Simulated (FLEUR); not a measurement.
# E(M) of CrIr3

How stiff is the moment of CrIr3, and are there other minima?

Calculated with FLEUR MaX-R8.1; PBEsol; all-electron FLAPW, Dirac cores, scalar-relativistic bands.

Report form: the programs' logs are mostly left out.

## (1) Starting point

The structure is cubic, space group Pm-3m (No. 221). The conventional cell has a = 3.814 Å, b = 3.814 Å, c = 3.814 Å, α = 90.00°, β = 90.00°, γ = 90.00°. Cr has 12 Ir at 2.70 Å nearest. Nearest to Ir lie 4 Cr at 2.70 Å and 8 Ir at 2.70 Å. Farther neighbours are not listed.

The cell comes from a database of computed structures and need not be the stable phase.

## (2) The free run

The free run tells which range of moments is worth scanning.

inpgen writes inp.xml from crystal.txt; cutoffs, mixing, functional, smearing and local orbitals are then set in the file. The k list default-1 (kpts.xml, not shown) is a Γ-centred 8×8×8 mesh; where the ranks do not divide the number of points, some are split in two of half the weight.

inp.xml reads:

```
<?xml version="1.0" encoding="UTF-8" standalone="no"?>
<fleurInput fleurInputVersion="0.39">
   <comment>
      CrIr3
   </comment>
   <calculationSetup>
      <cutoffs Kmax="3.6" Gmax="10.8" GmaxXC="10.8" numbands="0"/>
      <scfLoop itmax="90" minDistance="0.00002" maxIterBroyd="15" imix="Anderson" alpha="0.05" precondParam="0.0" spinf="2.0" sdNocoIR="T"/>
      <coreElectrons ctail="T" frcor="F" kcrel="0" coretail_lmax="0"/>
      <xcFunctional name="PBEs" relativisticCorrections="F"/>
      <magnetism jspins="2"/>
      <soc l_soc="F" theta="0.0" phi="0.0" spav="F"/>
      <expertModes spex="0" secvar="F"/>
      <geometryOptimization l_f="F" forcealpha="1.0" forcemix="BFGS" epsdisp="0.00001" epsforce="0.00001"/>
      <ldaU l_linMix="F" mixParam="0.05" spinf="1.0"/>
   </calculationSetup>
   <cell>
      <bzIntegration valenceElectrons="59.0" mode="hist" fermiSmearingEnergy="0.00110248">
         <kPointListSelection listName="default-1"/>
         <xi:include xmlns:xi="http://www.w3.org/2001/XInclude" href="kpts.xml"> </xi:include>
      </bzIntegration>
      <xi:include xmlns:xi="http://www.w3.org/2001/XInclude" href="sym.xml"> </xi:include>
      <bulkLattice scale="1.0">
         <bravaisMatrix>
            <row-1>    7.2076751127272773     0.0000000000000000     0.0000000000000000</row-1>
            <row-2>    0.0000000000000000     7.2076751127272773     0.0000000000000000</row-2>
            <row-3>    0.0000000000000000     0.0000000000000000     7.2076751127272773</row-3>
         </bravaisMatrix>
      </bulkLattice>
   </cell>
   <atomSpecies>
      <species name="Chromium (2.500" element="Cr" atomicNumber="24">
         <mtSphere radius="2.48" gridPoints="819" logIncrement="0.015"/>
         <atomicCutoffs lmax="10" lnonsphr="8"/>
         <electronConfig flipSpins="F">
            <coreConfig>(1s1/2) (2s1/2) (2p1/2) (2p3/2)</coreConfig>
            <valenceConfig>(3s1/2) (3p1/2) (3p3/2) (4s1/2) (3d3/2) (3d5/2)</valenceConfig>
            <stateOccupation state="(4s1/2)" spinUp="0.5" spinDown="0.5"/>
            <stateOccupation state="(3d3/2)" spinUp="1.0" spinDown="1.0"/>
            <stateOccupation state="(3d5/2)" spinUp="2.75" spinDown="0.25"/>
         </electronConfig>
         <energyParameters s="4" p="4" d="3" f="4"/>
         <lo type="SCLO" l="0" n="3" eDeriv="0"/>
         <lo type="SCLO" l="1" n="3" eDeriv="0"/>
      </species>
      <species name="Iridium (Ir)" element="Ir" atomicNumber="77">
         <mtSphere radius="2.48" gridPoints="819" logIncrement="0.016"/>
         <atomicCutoffs lmax="10" lnonsphr="8"/>
         <electronConfig flipSpins="F">
            <coreConfig>(1s1/2) (2s1/2) (2p1/2) (2p3/2) (3s1/2) (3p1/2) (3p3/2) (4s1/2) (3d3/2) (3d5/2) (4p1/2) (4p3/2) (5s1/2) (4d3/2) (4d5/2) (4f5/2) (4f7/2)</coreConfig>
            <valenceConfig>(5p1/2) (5p3/2) (6s1/2) (5d3/2) (5d5/2)</valenceConfig>
            <stateOccupation state="(5d3/2)" spinUp="1.400000" spinDown="1.400000"/>
            <stateOccupation state="(5d5/2)" spinUp="2.100000" spinDown="2.100000"/>
         </electronConfig>
         <energyParameters s="6" p="6" d="5" f="5"/>
         <lo type="SCLO" l="1" n="5" eDeriv="0"/>
      </species>
   </atomSpecies>
   <atomGroups>
      <atomGroup species="Chromium (2.500">
         <relPos label="                   1">.0000000000 .0000000000 .0000000000</relPos>
         <force calculate="T" relaxXYZ="TTT"/>
      </atomGroup>
      <atomGroup species="Iridium (Ir)">
         <relPos label="                   2">.0000000000 1.000/2.000 1.000/2.000</relPos>
         <relPos label="                   3">1.000/2.000 1.000/2.000 .0000000000</relPos>
         <relPos label="                   4">1.000/2.000 .0000000000 1.000/2.000</relPos>
         <force calculate="T" relaxXYZ="TTT"/>
      </atomGroup>
   </atomGroups>
   <output dos="F" band="F" slice="F">
      <bandDOS minEnergy="-.5*Htr" maxEnergy="0.5*Htr" sigma="0.015" storeEVData="T"/>
      <plotting iplot="0" polar="F">
         <plot TwoD="T" vec1="  1.0  0.0  0.0" vec2="  0.0  1.0  0.0" vec3="  0.0  0.0  1.0" zero="  0.0  0.0  0.0" file="plot"/>
      </plotting>
      <moessbauerParams electricFieldGradient="F" isomerShift="F" coreHyperfine="F" valenceHyperfine="F"/>
   </output>
</fleurInput>
```

crystal.txt reads:

```
CrIr3
&input film=F cartesian=F /
3.81413741330  0.00000000000  0.00000000000
0.00000000000  3.81413741330  0.00000000000
0.00000000000  0.00000000000  3.81413741330
1.8897261246
1.0 1.0 1.0

4
24 0.00000000000  0.00000000000  0.00000000000 : 2.500
77 0.00000000000  0.50000000000  0.50000000000
77 0.50000000000  0.50000000000  0.00000000000
77 0.50000000000  0.00000000000  0.50000000000

&kpt div1=8 div2=8 div3=8 gamma=T /
```

Launch:

```bash
$ OMP_NUM_THREADS=1 inpgen -f crystal.txt > inpgen.log  # inp.xml is then edited as shown
$ OMP_NUM_THREADS=1 mpirun -n 4 fleur_MPI > fleur.log
```

The job ended after 46 s (4 MPI ranks of Intel Xeon 6975P-C (Granite Rapids), shared host; peak memory 0.28 GiB).

Spin moment in the muffin-tin sphere by atom:

```tsv
atom	spin moment in the muffin-tin sphere (μB)
Cr1	1.71
Ir2	-0.17
Ir3	-0.17
Ir4	-0.17
```

This step gave:

```yaml
free_energy: -1485991.9716 eV
program_s_band_gap_on_this_mesh_in_a_metal_only_a_level_spacing: 0.04774 eV
magnetization: 1.209 μB
final_state: ferromagnetic, with opposed induced moments
```

After 26 cycles the largest moment stands at 1.71 μB.

## (3) No spin polarisation

Changes to inp.xml since step 2:

```diff
@@ -10,3 +10,3 @@
       <xcFunctional name="PBEs" relativisticCorrections="F"/>
-      <magnetism jspins="2"/>
+      <magnetism jspins="1"/>
       <soc l_soc="F" theta="0.0" phi="0.0" spav="F"/>
@@ -31,3 +31,3 @@
    <atomSpecies>
-      <species name="Chromium (2.500" element="Cr" atomicNumber="24">
+      <species name="Chromium (Cr)" element="Cr" atomicNumber="24">
          <mtSphere radius="2.48" gridPoints="819" logIncrement="0.015"/>
@@ -37,5 +37,5 @@
             <valenceConfig>(3s1/2) (3p1/2) (3p3/2) (4s1/2) (3d3/2) (3d5/2)</valenceConfig>
-            <stateOccupation state="(4s1/2)" spinUp="0.5" spinDown="0.5"/>
-            <stateOccupation state="(3d3/2)" spinUp="1.0" spinDown="1.0"/>
-            <stateOccupation state="(3d5/2)" spinUp="2.75" spinDown="0.25"/>
+            <stateOccupation state="(4s1/2)" spinUp="0.500000" spinDown="0.500000"/>
+            <stateOccupation state="(3d3/2)" spinUp="1.000000" spinDown="1.000000"/>
+            <stateOccupation state="(3d5/2)" spinUp="1.500000" spinDown="1.500000"/>
          </electronConfig>
@@ -59,3 +59,3 @@
    <atomGroups>
-      <atomGroup species="Chromium (2.500">
+      <atomGroup species="Chromium (Cr)">
          <relPos label="                   1">.0000000000 .0000000000 .0000000000</relPos>
```

Changes to crystal.txt since step 2:

```diff
@@ -9,3 +9,3 @@
 4
-24 0.00000000000  0.00000000000  0.00000000000 : 2.500
+24 0.00000000000  0.00000000000  0.00000000000
 77 0.00000000000  0.50000000000  0.50000000000
```

The job ended after 24 s (4 MPI ranks; peak memory 0.23 GiB; 96 s of CPU time).

This step gave:

```
free energy                                                       : -1485991.7903 eV
program's band gap on this mesh (in a metal only a level spacing) : 0.003905 eV
final state                                                       : non-magnetic (no spin polarisation)
```

Its energy lies +181.3 meV a cell from the free run's.

## (4) Moment fixed at 1.131 μB

Two Fermi energies hold the total moment; the run starts from the free run's density.

Changes to inp.xml since step 3:

```diff
@@ -10,3 +10,3 @@
       <xcFunctional name="PBEs" relativisticCorrections="F"/>
-      <magnetism jspins="1"/>
+      <magnetism jspins="2" fixed_moment="1.131"/>
       <soc l_soc="F" theta="0.0" phi="0.0" spav="F"/>
@@ -31,3 +31,3 @@
    <atomSpecies>
-      <species name="Chromium (Cr)" element="Cr" atomicNumber="24">
+      <species name="Chromium (2.500" element="Cr" atomicNumber="24">
          <mtSphere radius="2.48" gridPoints="819" logIncrement="0.015"/>
@@ -37,5 +37,5 @@
             <valenceConfig>(3s1/2) (3p1/2) (3p3/2) (4s1/2) (3d3/2) (3d5/2)</valenceConfig>
-            <stateOccupation state="(4s1/2)" spinUp="0.500000" spinDown="0.500000"/>
-            <stateOccupation state="(3d3/2)" spinUp="1.000000" spinDown="1.000000"/>
-            <stateOccupation state="(3d5/2)" spinUp="1.500000" spinDown="1.500000"/>
+            <stateOccupation state="(4s1/2)" spinUp="0.5" spinDown="0.5"/>
+            <stateOccupation state="(3d3/2)" spinUp="1.0" spinDown="1.0"/>
+            <stateOccupation state="(3d5/2)" spinUp="2.75" spinDown="0.25"/>
          </electronConfig>
@@ -59,3 +59,3 @@
    <atomGroups>
-      <atomGroup species="Chromium (Cr)">
+      <atomGroup species="Chromium (2.500">
          <relPos label="                   1">.0000000000 .0000000000 .0000000000</relPos>
```

Launch:

```bash
$ OMP_NUM_THREADS=1 mpirun -n 4 fleur_MPI > fleur.log
```

Run time: 29 s. Hardware: 4 MPI ranks; peak memory 0.28 GiB.

Numbers from this step:

* magnetization: 1.131 μB

Its energy lies +1.9 meV a cell from the free run's.

## (5) Moment fixed at 1.357 μB

Changes to inp.xml since step 4:

```diff
@@ -10,3 +10,3 @@
       <xcFunctional name="PBEs" relativisticCorrections="F"/>
-      <magnetism jspins="2" fixed_moment="1.131"/>
+      <magnetism jspins="2" fixed_moment="1.357"/>
       <soc l_soc="F" theta="0.0" phi="0.0" spav="F"/>
```

Wall time 31 s (4 MPI ranks); peak memory 0.29 GiB; 2 min of CPU time.

This step gave:

```yaml
magnetization: 1.357 μB
```

Its energy lies +4.9 meV a cell from the free run's.

## (6) Moment fixed at 0.905 μB

Changes to inp.xml since step 5:

```diff
@@ -10,3 +10,3 @@
       <xcFunctional name="PBEs" relativisticCorrections="F"/>
-      <magnetism jspins="2" fixed_moment="1.357"/>
+      <magnetism jspins="2" fixed_moment="0.905"/>
       <soc l_soc="F" theta="0.0" phi="0.0" spav="F"/>
```

Run time: 37 s. Hardware: 4 MPI ranks; peak memory 0.28 GiB.

This step gave:

- magnetization: 0.905 μB

Its energy lies +24.4 meV a cell from the free run's.

## (7) Another try

An input with a fault is tried, to see how the program answers.

Changes to inp.xml since step 2:

```diff
@@ -7,3 +7,3 @@
       <cutoffs Kmax="3.6" Gmax="10.8" GmaxXC="10.8" numbands="0"/>
-      <scfLoop itmax="90" minDistance="0.00002" maxIterBroyd="15" imix="Anderson" alpha="0.05" precondParam="0.0" spinf="2.0" sdNocoIR="T"/>
+      <scfLoop itmax="75" minDistance="0.00002" maxIterBroyd="15" imix="Anderson" alpha="0.05" precondParam="0.0" spinf="2.0" sdNocoIR="T"/>
       <coreElectrons ctail="T" frcor="F" kcrel="0" coretail_lmax="0"/>
@@ -17,3 +17,3 @@
    <cell>
-      <bzIntegration valenceElectrons="59.0" mode="hist" fermiSmearingEnergy="0.00110248">
+      <bzIntegration valenceElectrons="57.0" mode="hist" fermiSmearingEnergy="0.00110248">
          <kPointListSelection listName="default-1"/>
```

crystal.txt is that of step 2.

Launch:

```bash
$ OMP_NUM_THREADS=1 inpgen -f crystal.txt > inpgen.log  # inp.xml is then edited as shown
$ OMP_NUM_THREADS=1 mpirun -n 4 fleur_MPI > fleur.log
```

The job ended after 3.3 s (4 MPI ranks; peak memory 0.14 GiB).

The run ended with an error.

The program's message: “Starting density not charge neutral”

The fault in the input: two valence electrons too few.

valenceElectrons must match the valence configurations of all atoms.

## (8) E(M)

The other moments were run in the same way.

Energy over the lowest against total spin moment:

```tsv
total spin moment (μB a cell)	energy over the lowest (meV a cell)
0.000	181
0.226	154
0.452	107
0.678	58.5
0.905	24.4
1.131	1.87
1.209	0
1.357	4.95
1.583	24.6
1.809	62.5
```

The moment, largest sphere moment by total spin moment:

```tsv
total spin moment (μB a cell)	moment, largest sphere moment (μB)
0.000	0
0.226	0.829
0.452	1.21
0.678	1.42
0.905	1.57
1.131	1.69
1.209	1.71
1.357	1.77
1.583	1.83
1.809	1.88
```

## (9) Summary of results

```json
{
  "moment of the free run": "1.21 μB a cell",
  "moment of the lowest point": "1.21 μB a cell",
  "energy of the spinless run": "181 meV a cell over the lowest"
}
```

In words: The lowest point lies 181 meV a cell under the spinless run, in free energy at a smearing of 0.03 eV. The point at zero is the spinless run. Opposed orders, which also have no total moment, were not run.

[Logs and program files are shortened in this print: banners, set-up blocks, solver, clock and traceback lines can be left out without a mark of their own.]

[Logs are printed without paths, hosts, clocks, repeated set-up lines and the standing remarks that a program may print on its own settings, such as how far it seeks lower states.]

[Hosts, paths, dates, database ids (printed as entryN), source tags and the programs' standing remarks are cut or masked in the printed files.]

[Where a cell is said to come from a database of computed structures, the database is the Materials Project.]
